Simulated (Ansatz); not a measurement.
# Mo2NO2 monolayer: phonons and vibrational spectra, part 2 of 2

Task: relax Mo2NO2 monolayer, then find its harmonic phonons.

Ansatz 0.2.0; DFT PBEsol, scalar-relativistic, plane waves, PAW.

So far. Step 4 (Tight relaxation): The largest force component left is 0.0075 meV/Å, within the tolerances set. Step 5 (Modes at Γ): Before it was imposed, the acoustic sum rule was missed by 5.3e-5 eV/Å². Small misses are needed for a sound result but don't prove that mesh and cutoff are converged. The lowest optical mode is real, 148 cm⁻¹.

## 6. The dispersion

Stability and thermal properties need the whole zone. Linear response on a 4×4×1 q mesh gives force constants as far as a supercell of that size would.

File input.yaml:

```yaml
crystal:
  lattice:
    - [3.1277744238, 0.0, 0.0]
    - [-1.5638872119, 2.7087321083, 0.0]
    - [0.0, 0.0, 32.6]
  atoms:
    - { symbol: "N", position: [0.0, 0.0, 0.3067484663] }
    - { symbol: Mo, position: [0.3333333333, 0.6666666667, 0.3385189321] }
    - { symbol: Mo, position: [0.6666666667, 0.3333333333, 0.2749780005] }
    - { symbol: O, position: [0.6666666667, 0.3333333333, 0.3700080734] }
    - { symbol: O, position: [0.3333333333, 0.6666666667, 0.2434888592] }
  periodic: [true, true, false]
kpoints:
  mp_grid: { grid: [20, 20, 1] }
hamiltonian:
  xc: pbesol
scf:
  occupations: { method: methfessel_paxton, width: 0.15 }
output:
  eigenvalues: true
phonons:
  method: dfpt
  qmesh: [4, 4, 1]
  temperatures: { t_max: 1000, t_step: 50 }
  qpath:
    path:
      - [0.0, 0.0, 0.0]
      - [0.5, 0.0, 0.0]
      - [0.33333333, 0.33333333, 0.0]
      - [0.0, 0.0, 0.0]
    npoints: 10
```

Launch:

```console
ansatz run input.yaml --threads 8 --pin off --max-ram 14336MiB --backend cpu --events-out ev --progress --plain --runs-dir out
```

Numbers of over 12 decimals in the logs are rounded to 6 here.

Log:

```text
[...]
Crystal: 5 atoms, lattice volume = 276.197 Å³
Basis set: ecut = 420 eV, 5353 PW (Γ), exchange–correlation on 48×48×450 points (8 copies of the dense FFT grid, shifted against one another)
Bands: 28, of which v1, the nominal top of the filled ones, is band 23 counted from 1 (22 counted from 0)
Symmetry: 12 space group operations
k-points: 44 of 400 (irreducible under 6 space group operations, time reversal used)
[...]
SCF iter   1: F=—  HF=-11295.774289 eV  |F-HF|=—  |Δ(HF+E_count)|=         —  Δρ=6.12e-3  dr2=8.19e-2  ethr=1.77e-3  ⟨swp⟩=13.5  Hψ=9817  notcnv=0
[...]
SCF iter  10: F=-11295.761212 eV  HF=-11295.761212 eV  |F-HF|=1.56e-10  |Δ(HF+E_count)|=  3.46e-10  S|Δr|=    0.00e0  Δρ=2.74e-8  dr2=1.01e-12  ethr=1.00e-12  ⟨swp⟩=21.4  Hψ=11062  notcnv=0
SCF 1 converged in 10 iterations: F = -11295.761212 eV  dr2 = 1.01e-12
[...]
phonons: the bands overlap, so this run is a metal and interpolates without the dipole-dipole term. If the crystal is really an insulator or semiconductor, its LO-TO splitting is missing
NSCF: frozen V_eff on 44 k-points
WARN: eigensolver did not converge (k=35): 1 band(s) unlocked after 2 eigensolves, warm-restarted (20 sweeps on the last) at ethr=1.38e-12 eV (storage-precision floor; scheduled 1.00e-12 eV) (lowest unlocked band 27, counted from 0; max residual 6.37e-6 eV among the unlocked bands, 6.37e-6 eV over every band; other slots of this pass that fall short are told together in one closing line; warning suppressed until the next SCF loop or pass starts)
[...]
DFPT response loops at q = (0, 0, 0) (fractional): preconditioner auto → none (partly filled bands, converged f_vac=0.788); β = 0.50; Broyden in place of MSR1
[...]
SCF converged after 10 iterations
[...]
Free energy (F): -11295.761212 eV
[...]
Internal energy: -11295.762931 eV  (E = F + TS)
E sigma→0 (E₀):  -11295.761642 eV
Entropy (-TS):   0.001719 eV (0.344 meV/atom)
Fermi energy:    -6.084139 eV
[...]
--- Band table (eV; the first three rows and the last of 44) ---
  k-point 0: bands = [... 19 lower, -9.1655, -8.6645, -8.6645, -6.4098, -5.3294, -5.3294, -4.4294, -3.4628, ... 1 higher]
  k-point 1: bands = [... 19 lower, -9.0978, -8.3980, -8.3866, -6.5007, -5.3100, -5.2259, -4.4183, -3.5129, ... 1 higher]
  k-point 2: bands = [... 19 lower, -8.9763, -8.1019, -7.9712, -6.6260, -5.2389, -5.0273, -4.3869, -3.6066, ... 1 higher]
  k-point 43: bands = [... 19 lower, -10.0966, -7.0614, -6.9142, -6.7386, -4.5513, -4.4204, -3.8469, -2.3288, ... 1 higher]
--- Phonons (Γ-DFPT): 10 representative perturbations + reference (Σ response iterations 51) ---
  ASR residual: 5.975e-5 → 0.000e0 eV/Å²; symmetrization residual: 1.028e-5 eV/Å²
[...]
ASR residual per site (eV/Å²): 3.07e-5 4.69e-5 5.97e-5 2.85e-5 2.46e-5
[...]
--- Phonons (arbitrary-q DFPT): 4 irreducible q on the 4×4×1 mesh ---
  q = [0.0000, 0.0000, 0.0000] (star 1, of the zone-centre solve; hermiticity 7.10e-7, symmetrization 1.93e-13, taken by the last average 2.24e-7): -0.00 -0.00 0.00 155.71 155.71 286.18 361.21 361.21 401.08 401.08 480.28 537.45 543.15 685.21 685.21
  q = [0.0000, 0.2500, 0.0000] (star 6, 15 solved perturbations on 210 of 400 k-point pairs; hermiticity 4.66e-7, symmetrization 5.16e-11, taken by the last average 2.79e-7): -165.65 -85.03 81.79 163.35 165.50 236.59 348.17 369.60 392.02 423.02 487.28 502.03 527.55 690.36 698.37
[...]
q = [0.2500, 0.2500, 0.0000] (star 6, 10 solved perturbations in 3050 linear systems a pass and spin channel, the states on 400 of 400 k-point pairs; hermiticity 3.23e-7, symmetrization 1.46e-10, taken by the last average 2.25e-7): -136.75 86.42 151.99 163.99 183.52 290.36 355.16 394.68 405.68 406.16 478.36 480.29 522.73 687.66 717.18
  sum rule: each row above includes the acoustic sum rule's correction from the zone centre's row sums; it moved no ω² by more than (0.77 cm⁻¹)²
  mesh force constants: q→R imaginary residual 5.77e-18; ASR residual 5.975e-5 → 0.000e0 eV/Å²; symmetrization residual 1.421e-14 eV/Å²
  interpolated dispersion: 31 rows × 15 modes
  density of states and harmonic sums: on the 24×24×1 q-mesh, interpolated from the force constants of a 4×4×1 supercell (no non-analytic term)
  largest difference from the sums on the solved wave vectors: F 3.68e-2 eV, S 4.26e-5 and C_V 1.15e-5 eV/K
  zero-point energy: 0.321627 eV/cell   skipped modes (ω ≤ 0): 100, of them read as no rigid motion or as one in doubt: 97 (1.615e0 modes/cell left out, lowest -172.47 cm⁻¹)   left out of the sums: 1.08e-1 of the cell's modes: C_V's classical limit lies that fraction below 3 k_B per atom; for a crystal, a wire or a layer, F and S can be off by more, and a phonons.interpolated_qmesh denser along its periods is the remedy for the sampling
```

It took 18 min on 8 threads of Arm Neoverse V2, shared host; peak memory 5.8 GiB; 2.3 h of CPU time.

Numbers from this step:

* sum-rule residual before enforcement: 5.97e-5 eV/Å²
* lowest frequency on the path: -172.5 cm⁻¹
* highest frequency on the path or at a solved wavevector: 720.5 cm⁻¹
* lowest optical zone-centre mode: 155.7 cm⁻¹
* lowest mode on the q mesh (acoustic modes at Γ apart): -165.7 cm⁻¹

Frequencies (cm⁻¹) solved at each irreducible wavevector; negative means imaginary. Frequencies by wavevector, by row:

| q in reciprocal lattice units | star | mode 1 | mode 2 | mode 3 | mode 4 | mode 13 | mode 14 | mode 15 |
| --- | --- | --- | --- | --- | --- | --- | --- | --- |
| 0 0 0 | 1 | 0 | 0 | 0 | 155.7 | 543.1 | 685.2 | 685.2 |
| 0 0.25 0 | 6 | -165.7 | -85 | 81.8 | 163.3 | 527.5 | 690.4 | 698.4 |
| 0 -0.5 0 | 3 | -131.4 | -52.8 | 153.6 | 175 | 508.6 | 653 | 697.5 |
| 0.25 0.25 0 | 6 | -136.8 | 86.4 | 152 | 164 | 522.7 | 687.7 | 717.2 |

Interpolated from a 4×4×1 q mesh. Phonon branches along the path, in cm⁻¹:

| point | branch 1 | branch 2 | branch 3 | branch 4 | branch 12 | branch 13 | branch 14 | branch 15 |
| --- | --- | --- | --- | --- | --- | --- | --- | --- |
| Γ | 0 | 0 | 0 | 156 | 537 | 543 | 685 | 685 |
| halfway | -166 | -85 | 82 | 163 | 502 | 528 | 690 | 698 |
| M | -131 | -53 | 154 | 175 | 493 | 509 | 653 | 698 |
| halfway | -103 | 25 | 159 | 175 | 483 | 517 | 678 | 714 |
| K | 42 | 104 | 104 | 178 | 477 | 521 | 715 | 715 |
| halfway | -172 | 72 | 90 | 123 | 491 | 527 | 693 | 700 |
| Γ | 0 | 0 | 0 | 156 | 537 | 543 | 685 | 685 |

Tetrahedra on a 24×24×1 mesh, mean over bins of 10 cm-1. Interpolated from a 4×4×1 q mesh. Table of phonon density of states by wavenumber; read off at these points:

| wavenumber (cm⁻¹) | phonon density of states (1/cm⁻¹/cell) |
| --- | --- |
| -175 | 0.00435 |
| -155 | 0.0122 |
| -125 | 0.0203 |
| -105 | 0.00437 |
| -75 | 0.0117 |
| -55 | 0.00847 |
| -25 | 0.0029 |
| -5 | 0.00227 |
| 15 | 0.00346 |
| 45 | 0.00643 |
| 65 | 0.0106 |
| 95 | 0.0073 |
| 115 | 0.00532 |
| 145 | 0.0256 |
| 165 | 0.0293 |
| 185 | 0.0650 |
| 215 | 0 |
| 235 | 0.0157 |
| 265 | 0.00991 |
| 285 | 0.0110 |
| 315 | 0.00505 |
| 335 | 0.0019 |
| 365 | 0.0420 |
| 385 | 0.0532 |
| 395 | 0.0844 |
| 405 | 0.0526 |
| 435 | 0 |
| 455 | 0 |
| 475 | 0.0686 |
| 485 | 0.0547 |
| 505 | 0.0110 |
| 525 | 0.0675 |
| 535 | 0.0123 |
| 555 | 0 |
| 575 | 0 |
| 605 | 0 |
| 625 | 0 |
| 655 | 0.00512 |
| 675 | 0.0144 |
| 695 | 0.0731 |
| 705 | 0.0279 |
| 725 | 0.0041 |

The partial phonon density of states has structure finer than the step of the table below, so its rows give means over 25 cm⁻¹, whole bins alone (the curve runs from -182 to 752 cm⁻¹). Peaks (cm⁻¹: height): Mo -164.8: 0.0117, -88.3: 0.0123, 182.1: 0.0561, 240.9: 0.0158, 481.9: 0.00994; N 523.1: 0.0315, 693.6: 0.0534; O 393.8: 0.0687, 481.9: 0.0516.

Phonopy on the run's constants, 21x21x1 mesh, Gaussian sigma 6.7 cm-1. Interpolated from a 4×4×1 q mesh. The partial phonon density of states by wavenumber; means over each step; values in 1/cm⁻¹/cell:

| wavenumber (cm⁻¹) | Mo | N | O |
| --- | --- | --- | --- |
| -150 | 0.00908 | 0.00137 | 0.00164 |
| -125 | 0.00939 | 0.00194 | 0.00150 |
| -100 | 0.00702 | 0.00110 | 0.00113 |
| -75 | 0.00883 | 0.00109 | 0.00138 |
| -50 | 0.00680 | 8.2e-4 | 7.7e-4 |
| -25 | 0.00149 | 1.8e-4 | 1.9e-4 |
| 0 | 0.00149 | 1.3e-4 | 2.0e-4 |
| 25 | 0.00411 | 4.6e-4 | 5.5e-4 |
| 50 | 0.00617 | 7.1e-4 | 8.8e-4 |
| 75 | 0.00828 | 9.5e-4 | 0.00107 |
| 100 | 0.00563 | 4.5e-4 | 6.6e-4 |
| 125 | 0.0104 | 3.3e-4 | 8.7e-4 |
| 150 | 0.0291 | 6.3e-4 | 0.00178 |
| 175 | 0.0468 | 3.2e-4 | 0.00244 |
| 200 | 0.0114 | 3.9e-5 | 7.3e-4 |
| 225 | 0.00443 | 1.4e-5 | 4.0e-4 |
| 250 | 0.0123 | 5.2e-5 | 0.00147 |
| 275 | 0.00872 | 3.9e-5 | 0.00161 |
| 300 | 0.00756 | 1.7e-5 | 0.00117 |
| 325 | 0.00264 | 2.4e-4 | 0.00178 |
| 350 | 0.00373 | 0.00169 | 0.0176 |
| 375 | 0.00391 | 0.00126 | 0.0433 |
| 400 | 0.00297 | 8.8e-4 | 0.0558 |
| 425 | 0.00144 | 6.8e-4 | 0.0238 |
| 450 | 1.9e-4 | 3.2e-5 | 0.00138 |
| 475 | 0.00649 | 0.00142 | 0.0346 |
| 500 | 0.00541 | 0.00651 | 0.0248 |
| 525 | 0.00368 | 0.0221 | 0.0105 |
| 550 | 3.1e-4 | 0.00142 | 0.00173 |
| 575 | 3.4e-7 | 0 | 1.0e-6 |
| 600 | 0 | 0 | 0 |
| 625 | 1.1e-6 | 1.6e-5 | 5.4e-7 |
| 650 | 2.0e-4 | 0.00311 | 1.5e-4 |
| 675 | 0.00115 | 0.0205 | 9.8e-4 |
| 700 | 0.00254 | 0.0407 | 0.00156 |
| 725 | 6.0e-4 | 0.00813 | 3.8e-4 |

Symmetry leaves 4 wavevectors to solve. The lowest mode among them, the acoustic zeros apart, lies at q = (0, 0.25, 0) and is imaginary, 165.7i cm⁻¹, so the energy falls along it. Between them the interpolated path dips to 172i cm⁻¹.

## 7. Another isotope, element Mo, natural mass 95.95 amu

An isotope changes the mass and not the force constants, so no new electronic calculation is needed; the shifts show which modes move this element.

The same force constants with the mass of Mo changed from 95.950 to 99.907 u (phonopy, no LO-TO term). Both lists are sorted by frequency; levels can cross, so a row need not hold one and the same mode. Modes under 3 cm⁻¹ are left out. Isotope shifts, by row, the first 40 of 57 rows:

| q | rank | natural mass (cm⁻¹) | changed mass (cm⁻¹) |
| --- | --- | --- | --- |
| 0 0 0 | 4 | 155.7 | 152.8 |
| 0 0 0 | 5 | 155.7 | 152.8 |
| 0 0 0 | 6 | 286.2 | 281.4 |
| 0 0 0 | 7 | 361.2 | 360.1 |
| 0 0 0 | 8 | 361.2 | 360.1 |
| 0 0 0 | 9 | 401.1 | 400.4 |
| 0 0 0 | 10 | 401.1 | 400.4 |
| 0 0 0 | 11 | 480.3 | 478.8 |
| 0 0 0 | 12 | 537.5 | 537 |
| 0 0 0 | 13 | 543.1 | 541.4 |
| 0 0 0 | 14 | 685.2 | 684.7 |
| 0 0 0 | 15 | 685.2 | 684.7 |
| 0 0.25 0 | 1 | -165.7 | -163 |
| 0 0.25 0 | 2 | -85.03 | -83.77 |
| 0 0.25 0 | 3 | 81.79 | 80.45 |
| 0 0.25 0 | 4 | 163.3 | 160.7 |
| 0 0.25 0 | 5 | 165.5 | 162.4 |
| 0 0.25 0 | 6 | 236.6 | 232.2 |
| 0 0.25 0 | 7 | 348.2 | 346.6 |
| 0 0.25 0 | 8 | 369.6 | 368.7 |
| 0 0.25 0 | 9 | 392 | 391.4 |
| 0 0.25 0 | 10 | 423 | 422.4 |
| 0 0.25 0 | 11 | 487.3 | 485.6 |
| 0 0.25 0 | 12 | 502 | 500.9 |
| 0 0.25 0 | 13 | 527.5 | 526.9 |
| 0 0.25 0 | 14 | 690.4 | 689.6 |
| 0 0.25 0 | 15 | 698.4 | 697.6 |
| 0 -0.5 0 | 1 | -131.4 | -129.5 |
| 0 -0.5 0 | 2 | -52.79 | -51.86 |
| 0 -0.5 0 | 3 | 153.6 | 150.5 |
| 0 -0.5 0 | 4 | 175 | 171.7 |
| 0 -0.5 0 | 5 | 189.2 | 185.5 |
| 0 -0.5 0 | 6 | 292.2 | 287.6 |
| 0 -0.5 0 | 7 | 377.7 | 377.3 |
| 0 -0.5 0 | 8 | 387 | 386.9 |
| 0 -0.5 0 | 9 | 394.9 | 394.8 |
| 0 -0.5 0 | 10 | 427.3 | 427.1 |
| 0 -0.5 0 | 11 | 471.2 | 469.8 |
| 0 -0.5 0 | 12 | 492.9 | 490.6 |
| 0 -0.5 0 | 13 | 508.6 | 507.6 |

A mode of this element alone would shift by -2.00 %. The highest zone-centre frequency without the field goes from 685.2 to 684.7 cm⁻¹ (-0.1 %). The product of the frequency ratios over all optical modes at Γ is 0.930; the product rule, (m/m′)^(3k/2) (M′/M)^(3/2) with k = 2 such atoms and M the mass of the cell, gives 0.930.

## 8. Another isotope, element N, natural mass 14.007 amu

The same for N, from 14.01 to 15.00 u.

The same force constants with the mass of N changed from 14.007 to 15.000 u (phonopy, no LO-TO term). Both lists are sorted by frequency; levels can cross, so a row need not hold one and the same mode. Modes under 3 cm⁻¹ are left out. Isotope shifts, by row, the first 40 of 57 rows:

| q | rank | natural mass (cm⁻¹) | changed mass (cm⁻¹) |
| --- | --- | --- | --- |
| 0 0 0 | 4 | 155.7 | 155.7 |
| 0 0 0 | 5 | 155.7 | 155.7 |
| 0 0 0 | 6 | 286.2 | 286.2 |
| 0 0 0 | 7 | 361.2 | 361.1 |
| 0 0 0 | 8 | 361.2 | 361.1 |
| 0 0 0 | 9 | 401.1 | 401.1 |
| 0 0 0 | 10 | 401.1 | 401.1 |
| 0 0 0 | 11 | 480.3 | 468.6 |
| 0 0 0 | 12 | 537.5 | 533.4 |
| 0 0 0 | 13 | 543.1 | 543.1 |
| 0 0 0 | 14 | 685.2 | 663.7 |
| 0 0 0 | 15 | 685.2 | 663.7 |
| 0 0.25 0 | 1 | -165.7 | -165.2 |
| 0 0.25 0 | 2 | -85.03 | -84.71 |
| 0 0.25 0 | 3 | 81.79 | 81.6 |
| 0 0.25 0 | 4 | 163.3 | 163.2 |
| 0 0.25 0 | 5 | 165.5 | 165.5 |
| 0 0.25 0 | 6 | 236.6 | 236.6 |
| 0 0.25 0 | 7 | 348.2 | 346.8 |
| 0 0.25 0 | 8 | 369.6 | 369.6 |
| 0 0.25 0 | 9 | 392 | 392 |
| 0 0.25 0 | 10 | 423 | 422.7 |
| 0 0.25 0 | 11 | 487.3 | 485.7 |
| 0 0.25 0 | 12 | 502 | 500.8 |
| 0 0.25 0 | 13 | 527.5 | 517 |
| 0 0.25 0 | 14 | 690.4 | 669.1 |
| 0 0.25 0 | 15 | 698.4 | 677.1 |
| 0 -0.5 0 | 1 | -131.4 | -130.5 |
| 0 -0.5 0 | 2 | -52.79 | -52.65 |
| 0 -0.5 0 | 3 | 153.6 | 153.5 |
| 0 -0.5 0 | 4 | 175 | 175 |
| 0 -0.5 0 | 5 | 189.2 | 189.2 |
| 0 -0.5 0 | 6 | 292.2 | 292.2 |
| 0 -0.5 0 | 7 | 377.7 | 377.7 |
| 0 -0.5 0 | 8 | 387 | 387 |
| 0 -0.5 0 | 9 | 394.9 | 393.9 |
| 0 -0.5 0 | 10 | 427.3 | 427.3 |
| 0 -0.5 0 | 11 | 471.2 | 470.5 |
| 0 -0.5 0 | 12 | 492.9 | 492.9 |
| 0 -0.5 0 | 13 | 508.6 | 495.2 |

A mode of this element alone would shift by -3.37 %. The highest zone-centre frequency without the field goes from 685.2 to 663.7 cm⁻¹ (-3.1 %). The product of the frequency ratios over all optical modes at Γ is 0.908; the product rule, (m/m′)^(3k/2) (M′/M)^(3/2) with k = 1 such atoms and M the mass of the cell, gives 0.908.

## 9. Another isotope, element O, natural mass 15.999 amu

The same for O, from 16.00 to 18.00 u.

A mode of this element alone would shift by -5.72 %. The highest zone-centre frequency without the field goes from 685.2 to 684.2 cm⁻¹ (-0.1 %). The product of the frequency ratios over all optical modes at Γ is 0.720; the product rule, (m/m′)^(3k/2) (M′/M)^(3/2) with k = 2 such atoms and M the mass of the cell, gives 0.720.

## 10. Results

| Property | Result |
| --- | --- |
| space group after relaxation (within 0.01 Å) | P-3m1 |
| area per atom | 1.69 Å² |
| electronic character | no gap on this mesh |
| highest optical mode at the zone centre (no LO-TO term) | 685 cm⁻¹ |
| lowest optical zone-centre mode | 148 cm⁻¹ |
| lowest mode on the q mesh (acoustic modes at Γ apart) | -166 cm⁻¹ |
| highest frequency on the path or at a solved wavevector | 720 cm⁻¹ |
| imaginary modes on the 4×4×1 q mesh | yes |

Modes are clearly imaginary (beyond 10i cm⁻¹) at 3 of the 4 irreducible wavevectors, most at q = (0, 0.25, 0) (165.7i cm⁻¹), so this structure is not a minimum of the energy. The optical modes at Γ span 148 to 685 cm⁻¹. The highest mode in this list at Γ, 685.2 cm⁻¹, is mostly motion of N (94 % of the kinetic energy). With no gap, or one that is small against the smearing, the frequencies hang on the k mesh and the smearing, most of all near Kohn anomalies. The phonon runs are without spin polarisation, although the cell has an odd electron count. In a sheet or slab the interpolated bending branch near Γ is rough, since the rotational sum rule isn't imposed. A phonon run warned that its eigensolver left some bands unconverged in a pass. The starting cell was built on a prototype and not taken from a measurement. These are harmonic frequencies at zero temperature: anharmonic shifts, linewidths and thermal expansion are left out.

[Logs are printed without paths, hosts, clocks, repeated set-up lines and the standing remarks that a program may print on its own settings, such as how far it seeks lower states.]

[Hosts, paths, dates, database ids (printed as entryN), source tags and the programs' standing remarks are cut or masked in the printed files.]
